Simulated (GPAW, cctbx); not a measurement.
## Mg3RuS: what bonding does to one electron reflection, worked out

Mg3RuS, Pm-3m (no. 221), a = 4.6790 Å, b = 4.6790 Å, c = 4.6790 Å, α = 90.00°, β = 90.00°, γ = 90.00°.

| atom | mult. | x | y | z |
| --- | --- | --- | --- | --- |
| Ru1 | 1 | 0 | 0 | 0 |
| S1 | 1 | 1/2 | 1/2 | 1/2 |
| Mg1 | 3 | 1/2 | 1/2 | 0 |

The start was made by putting kin elements into a known structure type; the compound need not exist, or be stable, in this form.

A DFT run (GPAW, PBE, 450 eV, 5×5×5 k-points, Fermi–Dirac width 0.1 eV) gives the static X-ray structure factor of 111 as 50.638 e for the conventional cell; superposed free atoms give 51.181 e. **Problem.** Find the Fourier component V of the crystal potential and the two-beam extinction distance at 120 kV in both cases.

## Step 1: Geometry

The cell volume is Ω = 102.44 Å³ and d(111) = 2.7014 Å, so g = 1/d = 0.3702 Å⁻¹.

## Step 2: The nuclei

Electrons feel nuclei as well as electrons, so the nuclear charges are summed with the same phases.

Phase sums Σ exp(2πi h·x), turned so that the total is real and positive: Ru +1.000, S -1.000, Mg +3.000. Then F_Z = 44 × (+1.000) + 16 × (-1.000) + 12 × (+3.000) = 64.00 e. The electron term has the same sign for this reflection.

## Step 3: Mott–Bethe

Poisson's equation, term by term, gives V = (e/4πε₀)(F_Z − F)/(πΩg²), with e/4πε₀ = 14.3996 V Å.

The prefactor is 14.3996 × 2.7014²/(π × 102.44) = 0.32652 V per electron. Free atoms: (64.00 − 51.181) × 0.32652 = 4.186 V. Crystal: (64.00 − 50.638) × 0.32652 = 4.363 V. F changes by -1.06 % and V by +4.2 %: the same 0.54 e is measured against F_Z − F = 12.8 e in place of F = 51.2 e.

## Step 4: Extinction distance

In the two-beam case ξ = 1/(λU) with U = 2γm₀eV/h², that is ξ = 150.41 V Å²/(γλV).

At 120 kV, λ = 0.03349 Å and γ = 1.2348. Free atoms: ξ = 869 Å. Crystal: ξ = 834 Å. The thickness fringes go as sin²(πt/ξ), so the two patterns slip by a quarter of a period when t|1/ξ₁ − 1/ξ₀| = 1/4, at t ≈ 513 nm. Thermal motion, absorption and many-beam coupling, left out here, change a real pattern.

## Step 5: Answer

V(111) is 4.36 V against 4.19 V, and ξ is 834 against 869 Å. Limits: static atoms, two beams.
